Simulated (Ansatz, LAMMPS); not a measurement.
**Structural relaxation of Li+ TFSI- in 1,3-dioxolane, from a frame at 350 K (197 atoms)**

How does Li+ TFSI- in 1,3-dioxolane, from a frame at 350 K (197 atoms) relax, and what do bonds, charges and levels look like afterwards?

Program: Ansatz 0.2.0. Level of theory: Kohn-Sham DFT, r2SCAN+D4, PAW (set soft_2), plane waves. Results are calculated unless marked as measured.

### Step 1. Set-up

The cell holds 197 atoms: 2 N, 4 S, 38 O, 49 C, 12 F, 90 H and 2 Li. Its edges and angles: a = 13.096 Å, b = 13.096 Å, c = 13.096 Å, α = 90.0°, β = 90.0°, γ = 90.0°. 15 1,3-dioxolane, 2 Li+, 2 TFSI- placed at random, at 1.25 g/cm³; overlaps pushed apart, then 10 ps at 550 K with Joung-Cheatham ions (J. Phys. Chem. B 112, 9020 (2008)); MMFF94 bonds, angles, torsions, charges and radii (Halgren, J. Comput. Chem. 17, 490 (1996)) in harmonic and 12-6 forms; charges of ions scaled by 0.8. Snapshot after 30 ps at 350 K and fixed volume.

What the set-up can't give: The network of contacts between molecules at the start is that of the classical potential that made the cell. The density was typed from a rule of thumb and may lie off the real one at this temperature. Only the Γ point is sampled, in a cell whose shortest periodic width is 13 Å.

### Step 2. Single point at the start

The forces at the start show how far the geometry lies from a minimum of this functional.

File input.yaml:

```yaml
crystal:
  lattice:
    - [13.09602, 0.0, 0.0]
    - [0.0, 13.09602, 0.0]
    - [0.0, 0.0, 13.09602]
  atoms:
    - { symbol: "N", position: [0.5481, 0.16402, 0.79613] }
    - { symbol: S, position: [0.59746, 0.05383, 0.81609] }
    - { symbol: O, position: [0.59122, 0.97559, 0.73728] }
    - { symbol: O, position: [0.69905, 0.06125, 0.8616] }
    [... 187 atom lines left out ...]
    - { symbol: H, position: [0.1963, 0.0516, 0.40256] }
    - { symbol: H, position: [0.29982, 0.06695, 0.48822] }
    - { symbol: H, position: [0.44195, 0.02239, 0.2517] }
    - { symbol: H, position: [0.4921, 0.98917, 0.36834] }
    - { symbol: Li, position: [0.82988, 0.12777, 0.82852] }
    - { symbol: Li, position: [0.35179, 0.58584, 0.39156] }
kpoints:
  mp_grid: { grid: [1, 1, 1] }
hamiltonian:
  xc: r2scan
  dispersion: d4
scf:
  occupations: { method: gaussian, width: 0.025 }
output:
  forces: true
  stress: true
  populations: intrinsic
  dos:
    method: { smearing: { sigma: 0.08 } }
    de: 0.1
    projected: { site_lists: { C: [C], F: [F], H: [H], Li: [Li], "N": ["N"] } }
  eigenvalues: true
```

On the command line:

```
$ ansatz run input.yaml --threads 4 --pin off --max-ram 8192MiB --backend cpu --events-out ev --progress --plain --runs-dir out
```

It took 45 s on 4 threads of AMD EPYC 9R45, shared host; peak memory 6.5 GiB.

The run gave:

- free energy: -49856.6850 eV
- free energy per atom: -253.0796 eV/atom
- SCF cycles: 11
- pressure: 0.8773 GPa
- r.m.s. force component: 0.9723 eV/Å
- longest force: 6.029 eV/Å
- Fermi energy: 1.686 eV
- gap (highest filled to lowest empty level): 4.322 eV

The r.m.s. force component of 0.97 eV/Å and the pressure of 0.88 GPa set the starting point.

Length of the force by element:

| element | coordination | atoms | mean length of the force (eV/Å) | spread | least | most |
| --- | --- | --- | --- | --- | --- | --- |
| C | all | 49 | 2.20 | 1.02 | 0.408 | 6.03 |
| F | all | 12 | 1.36 | 0.547 | 0.336 | 2.09 |
| H | all | 90 | 1.03 | 0.611 | 0.178 | 3.92 |
| Li | all | 2 | 0.624 | 0.0542 | 0.569 | 0.678 |
| N | all | 2 | 0.796 | 0.186 | 0.610 | 0.982 |
| O | all | 38 | 1.36 | 0.712 | 0.447 | 2.83 |
| S | all | 4 | 2.50 | 0.154 | 2.27 | 2.70 |

### Step 3. Relaxation

The atoms are relaxed in the fixed cell, aiming at the force tolerance of the input.

input.yaml, the sections that differ from step 2:

```yaml
output:
  forces: true
relax:
  f_tol: 0.05
  max_steps: 200
# crystal, kpoints, hamiltonian, scf: as in step 2
```

Wall time 17 min (4 threads); peak memory 6.4 GiB; 64 min of CPU time.

Step by step (22 of 50):

| step | energy less that of the first step (eV) | largest force component (eV/Å) |
| --- | --- | --- |
| 1 | 0.0000 | 5.3058 |
| 3 | -9.8044 | 1.2745 |
| 6 | -10.7546 | 0.2401 |
| 8 | -10.9931 | 0.2290 |
| 10 | -11.1368 | 0.3066 |
| 13 | -11.3035 | 0.3142 |
| 15 | -11.3937 | 0.3568 |
| 17 | -11.4643 | 0.4275 |
| 20 | -11.5857 | 0.1552 |
| 22 | -11.6434 | 0.3213 |
| 24 | -11.7263 | 0.1864 |
| 27 | -11.8212 | 0.3197 |
| 29 | -11.8800 | 0.2538 |
| 31 | -11.9250 | 0.1252 |
| 34 | -11.9567 | 0.0895 |
| 36 | -11.9681 | 0.1134 |
| 38 | -11.9770 | 0.1697 |
| 41 | -11.9922 | 0.3080 |
| 43 | -12.0060 | 0.1822 |
| 45 | -12.0164 | 0.0824 |
| 48 | -12.0250 | 0.0533 |
| 50 | -12.0269 | 0.0374 |

The atoms that moved most (Å):

| atom | dx | dy | dz | length |
| --- | --- | --- | --- | --- |
| H69 | 2.032 | -1.216 | -1.559 | 2.835 |
| H73 | -2.063 | 0.585 | -1.521 | 2.629 |
| H70 | 0.840 | -0.289 | -2.421 | 2.578 |
| H85 | -0.315 | 2.440 | 0.274 | 2.475 |
| H40 | -2.060 | 0.781 | 0.539 | 2.268 |
| H41 | -1.152 | 1.710 | -0.837 | 2.225 |
| H92 | -0.459 | -0.397 | 2.133 | 2.218 |
| H102 | 0.661 | 2.071 | 0.115 | 2.177 |

The relaxation changed the energy by -61.0 meV/atom, and atoms moved by 1.1 Å r.m.s., 2.8 Å at most.

### Step 4. Distances and neighbours after relaxation

Density 1.25 g/cm³, 11.40 Å³ an atom.

Pair distribution functions g(r), in bins of 0.2 Å:

| r (Å) | total | H-H | H-C | H-O | H-F | H-S | H-Li |
| --- | --- | --- | --- | --- | --- | --- | --- |
| 1.00 | 3.15 | 0.00 | 13.85 | 0.00 | 0.00 | 0.00 | 0.00 |
| 1.20 | 0.40 | 0.00 | 1.76 | 0.00 | 0.00 | 0.00 | 0.00 |
| 1.40 | 1.86 | 0.00 | 0.00 | 0.00 | 0.00 | 0.00 | 0.00 |
| 1.60 | 0.37 | 0.00 | 0.00 | 0.00 | 0.00 | 0.00 | 0.00 |
| 1.80 | 0.70 | 3.09 | 0.00 | 0.00 | 0.00 | 0.00 | 0.00 |
| 2.00 | 1.39 | 0.00 | 0.00 | 7.35 | 0.00 | 0.00 | 0.00 |
| 2.20 | 1.10 | 0.04 | 2.54 | 0.00 | 0.00 | 0.00 | 0.00 |
| 2.40 | 0.70 | 1.67 | 0.00 | 0.13 | 0.00 | 0.00 | 0.00 |
| 2.60 | 0.81 | 1.33 | 0.88 | 0.62 | 0.60 | 0.00 | 0.75 |
| 2.80 | 0.84 | 1.06 | 0.56 | 1.95 | 1.08 | 0.00 | 0.00 |
| 3.00 | 1.11 | 1.27 | 1.11 | 1.47 | 1.56 | 0.54 | 2.12 |
| 3.20 | 1.09 | 0.74 | 1.93 | 1.46 | 0.81 | 0.25 | 4.39 |
| 3.40 | 0.65 | 0.61 | 0.73 | 0.45 | 0.66 | 1.28 | 2.13 |
| 3.60 | 0.94 | 1.24 | 1.06 | 0.54 | 0.83 | 1.17 | 1.14 |
| 3.80 | 0.93 | 1.08 | 0.97 | 0.64 | 0.75 | 1.37 | 0.36 |
| 4.00 | 0.94 | 1.38 | 0.97 | 0.57 | 0.52 | 1.71 | 1.56 |
| 4.20 | 0.93 | 0.95 | 0.92 | 1.00 | 0.94 | 0.43 | 0.28 |
| 4.40 | 1.01 | 1.17 | 0.89 | 0.96 | 1.03 | 0.27 | 0.75 |
| 4.60 | 1.06 | 0.98 | 0.95 | 1.14 | 1.37 | 0.82 | 0.93 |
| 4.80 | 1.06 | 0.97 | 1.07 | 0.99 | 1.16 | 0.53 | 0.66 |
| 5.00 | 1.00 | 0.94 | 0.93 | 0.99 | 1.20 | 1.29 | 0.80 |
| 5.20 | 1.02 | 0.86 | 0.95 | 0.90 | 1.01 | 1.38 | 1.29 |
| 5.40 | 1.02 | 0.84 | 1.10 | 1.01 | 1.44 | 1.19 | 0.50 |
| 5.60 | 1.11 | 0.90 | 1.08 | 1.12 | 1.05 | 1.18 | 0.64 |
| 5.80 | 1.08 | 1.08 | 0.97 | 1.11 | 0.98 | 0.96 | 0.88 |
| 6.00 | 1.03 | 1.09 | 1.02 | 1.04 | 0.92 | 1.30 | 0.81 |
| 6.20 | 1.02 | 1.06 | 0.90 | 0.95 | 1.14 | 1.74 | 1.43 |
| 6.40 | 0.94 | 0.78 | 0.99 | 0.99 | 1.19 | 0.97 | 1.34 |

### Step 5. Single point at the relaxed geometry

The electronic structure is read at the final geometry, in a run of its own.

File input.yaml:

```yaml
crystal:
  lattice:
    - [13.09602, 0.0, 0.0]
    - [0.0, 13.09602, 0.0]
    - [0.0, 0.0, 13.09602]
  atoms:
    - { symbol: "N", position: [0.54654, 0.14198, 0.78254] }
    - { symbol: S, position: [0.60249, 0.03972, 0.81435] }
    - { symbol: O, position: [0.55938, 0.95154, 0.7664] }
    - { symbol: O, position: [0.71287, 0.04653, 0.81979] }
    [... 187 atom lines left out ...]
    - { symbol: H, position: [0.26716, 0.03453, 0.38637] }
    - { symbol: H, position: [0.30899, 0.10881, 0.49277] }
    - { symbol: H, position: [0.47179, 0.01639, 0.27662] }
    - { symbol: H, position: [0.56599, 0.04359, 0.37341] }
    - { symbol: Li, position: [0.81472, 0.15895, 0.81733] }
    - { symbol: Li, position: [0.32797, 0.56656, 0.38742] }
kpoints:
  mp_grid: { grid: [1, 1, 1] }
hamiltonian:
  xc: r2scan
  dispersion: d4
scf:
  occupations: { method: gaussian, width: 0.025 }
output:
  forces: true
  stress: true
  populations: true
  dos:
    method: { smearing: { sigma: 0.1 } }
    de: 0.1
    projected: { site_lists: { C: [C], F: [F], H: [H], Li: [Li], "N": ["N"] } }
  eigenvalues: true
  write_density: true
  write_potential: true
  volumetric_format: npy
```

It took 39 s on 4 threads; peak memory 6.5 GiB; 2.5 min of CPU time.

The program notes that the exchange-correlation potential is rough where the density is thin.

Numbers from this run:

```yaml
free_energy: -49868.7118 eV
free_energy_per_atom: -253.1407 eV/atom
scf_cycles: 11
pressure: -0.3997 GPa
r_m_s_force_component: 0.00414 eV/Å
longest_force: 0.04792 eV/Å
fermi_energy: 1.934 eV
spacing_of_highest_filled_and_lowest_empty_level: 5.353 eV
spilling_of_the_projection: 0.0147
```

Löwdin charges by element (they lack the spilled electrons, 0.048 e an atom on average):

| element | coordination | atoms | mean charge (e) | spread | least | most |
| --- | --- | --- | --- | --- | --- | --- |
| C | all | 49 | 0.0718 | 0.219 | -0.0698 | 0.730 |
| F | all | 12 | -0.225 | 0.0065 | -0.237 | -0.211 |
| H | all | 90 | 0.192 | 0.0203 | 0.146 | 0.231 |
| Li | all | 2 | 0.753 | 0.0021 | 0.751 | 0.756 |
| N | all | 2 | -0.939 | 0.0079 | -0.946 | -0.931 |
| O | all | 38 | -0.456 | 0.158 | -0.788 | -0.338 |
| S | all | 4 | 2.25 | 0.0076 | 2.24 | 2.26 |

Density of states as counts of states in windows of 1 eV (from the Fermi level), total and the larger projections:

| from (eV) | to (eV) | total | C p | H s | F p | C s |
| --- | --- | --- | --- | --- | --- | --- |
| -18 | -17 | 1.2 | 0.1 | 0.2 | 0.0 | 0.6 |
| -17 | -16 | 35.3 | 1.7 | 5.6 | 1.5 | 17.1 |
| -16 | -15 | 1.6 | 0.1 | 0.0 | 0.6 | 0.3 |
| -15 | -14 | 3.9 | 0.1 | 0.0 | 1.5 | 0.3 |
| -14 | -13 | 42.5 | 9.1 | 7.7 | 1.6 | 10.9 |
| -13 | -12 | 41.5 | 8.2 | 4.3 | 12.6 | 6.2 |
| -12 | -11 | 1.0 | 0.1 | 0.0 | 0.1 | 0.0 |
| -11 | -10 | 29.1 | 11.4 | 3.8 | 0.7 | 0.2 |
| -10 | -9 | 50.2 | 17.9 | 5.6 | 7.5 | 0.4 |
| -9 | -8 | 74.7 | 21.1 | 9.6 | 20.6 | 1.4 |
| -8 | -7 | 56.6 | 17.2 | 8.7 | 15.2 | 0.3 |
| -7 | -6 | 44.9 | 17.9 | 9.4 | 0.2 | 0.1 |
| -6 | -5 | 69.1 | 17.2 | 4.8 | 0.8 | 0.7 |
| -5 | -4 | 17.9 | 2.3 | 0.4 | 1.0 | 0.4 |
| -4 | -3 | 44.4 | 4.4 | 7.5 | 0.0 | 0.2 |
| -3 | -2 | 16.2 | 1.3 | 3.3 | 0.0 | 0.0 |
| -2 | 2 | 0.0 | 0.0 | 0.0 | 0.0 | 0.0 |
| 2 | 3 | 3.7 | 0.4 | 1.0 | 0.1 | 0.5 |
| 3 | 4 | 36.5 | 6.7 | 7.3 | 0.7 | 2.8 |
| 4 | 5 | 51.8 | 13.4 | 8.2 | 0.9 | 3.6 |

Between -26 and -18 eV lie 72 more states.

The stored curve holds about 602 of the 638 electrons; the rest, give or take the few that broadening carries across the Fermi level, lie in deeper levels below its range.

Not all projections were asked for or kept, so they needn't add up to the total.

The levels nearest the highest filled one (over half full), pooled over k-points and spins:

| level less the highest filled one (eV) | occupation |
| --- | --- |
| -0.309 | 2 |
| -0.297 | 2 |
| -0.257 | 2 |
| -0.198 | 2 |
| -0.190 | 2 |
| 0 | 2 |
| 5.35 | 0 |
| 5.61 | 0 |
| 5.69 | 0 |
| 5.76 | 0 |
| 5.86 | 0 |
| 5.92 | 0 |

Mean Löwdin charges: C +0.07, F -0.22, H +0.19, Li +0.75, N -0.94, O -0.46 e (they miss 1.5 % of the electrons, so they add up to more than the cell's charge).

1 further run on a deliberately doubtful input is not shown.

### Step 6. Outcome

* energy change in the relaxation: -61.05 meV/atom
* r.m.s. displacement: 1.138 Å
* largest displacement: 2.835 Å
* free energy per atom: -253.1407 eV/atom
* pressure: -0.3997 GPa
* r.m.s. force component: 0.00414 eV/Å
* gap (highest filled to lowest empty level): 5.353 eV
* wall time of the 3 DFT runs: 18 min

In words: Relaxation lowers the energy by 61.0 meV/atom and moves atoms by 1.1 Å r.m.s.; the r.m.s. force component goes from 0.97 to 0.0041 eV/Å, the pressure goes from 0.88 to -0.40 GPa, and the gap from 4.32 to 5.35 eV. From the first step to the last the energy fell by 12.027 eV, and the largest move was 2.83 Å (H69). The highest filled and lowest empty levels differ by 5.35 eV (at Γ alone); a semilocal functional tends to put such gaps too low. In a disordered cell it changes from sample to sample and from frame to frame.

**Limits.** The network of contacts between molecules at the start is that of the classical potential that made the cell; in DFT atoms moved by 1.1 Å r.m.s.

[Logs are printed without paths, hosts, clocks, repeated set-up lines and the standing remarks that a program may print on its own settings, such as how far it seeks lower states.]

[Hosts, paths, dates, database ids (printed as entryN), source tags and the programs' standing remarks are cut or masked in the printed files.]

[The MMFF94 radii named for the starting cell were scaled by 0.96; in molecules described by MMFF94, hydrogen bound to N, O or S took a small fixed 12-6 site in their place.]
